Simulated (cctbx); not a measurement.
## Which space group?

Cell: a = 18.9900 Å, b = 7.1950 Å, c = 6.7810 Å, α = 90.00°, β = 90.00°, γ = 90.00°. Expected content of the cell: In8 Sr8 S20.

The data are simulated with cctbx, not measured: Mo Kα, λ = 0.71073 Å, to d = 0.6 Å, 70 % of the full sphere, strongest reflection 5000 counts, noise from counting, a 1.5 % proportional error and a noise floor of 15 counts (s.d.); no absorption.

Tests on the unmerged data give:

```text
12629 reflections to d = 0.600 A
centring   violations  <I/sigma> of those
    A       1126 of  6315      1.9
    B       1498 of  6334      2.8
    C       1474 of  6353      2.7
    I          0 of  6367      0.0
    R       1950 of  8430      2.7
    F       2049 of  9501      2.5
Laue class    unique    Rint  (classes that these axes allow; Friedel mates merged)
I 1 2/m 1        2344   0.104
I 1 1 2/m        2353   0.102
I 2/m 1 1        2271   0.105
I m m m          1293   0.113
space group    extra absences  I>4sigma  <I/sigma>
I 2 2 2                 0          0         -  acentric
I 21 21 21              0          0         -  acentric
I m m 2                 0          0         -  acentric
I 2 m m                 0          0         -  acentric
I m 2 m                 0          0         -  acentric
I m a 2               207          0       0.1  acentric
I 2 c m               207          0       0.1  acentric
I m m m                 0          0         -  centric
I m c m               207          0       0.1  centric
I m a m               207          0       0.1  centric
Wilson B = 0.69 A^2   <|E^2-1|> = 0.728 (0.968 centric, 0.736 acentric)   E^2>4: 1.6 %
shell (A)         n   <I/sigma>
 9.50 - 1.20    183     19.1
 1.20 - 0.95    170     14.7
 0.95 - 0.83    160     10.6
 0.83 - 0.76    151     10.4
 0.76 - 0.70    161      8.2
 0.70 - 0.66    153      6.9
 0.66 - 0.63    157      6.1
 0.63 - 0.60    158      5.5
```

**Question.** What are the lattice type, the Laue class and the likely space group?

The reflections that I centring forbids are absent (⟨I/σ⟩ near 0), so the lattice is I.

Rint stays low (0.102 to 0.113) up to I m m m, the highest class in these axes. It includes Bijvoet differences, since Friedel mates are merged.

10 settings pass the absence test. The most absences obeyed, 207, belong to I m a 2, I 2 c m, I m c m and I m a m, which absences can't tell apart.

⟨|E²−1|⟩ = 0.728 leans to a non-centrosymmetric structure. The Wilson B of 0.69 Å² means U ≈ 0.0087 Å².

The true group is Ima2 (no. 46), Laue class mmm, non-centrosymmetric. The tables only narrow the choice to the tied entries; cell content, site symmetry and trial solutions must settle it.

This is a model crystal, built by substitution and not relaxed, with assumed displacement parameters.

[Logs are printed without paths, hosts, clocks, repeated set-up lines and the standing remarks that a program may print on its own settings, such as how far it seeks lower states.]
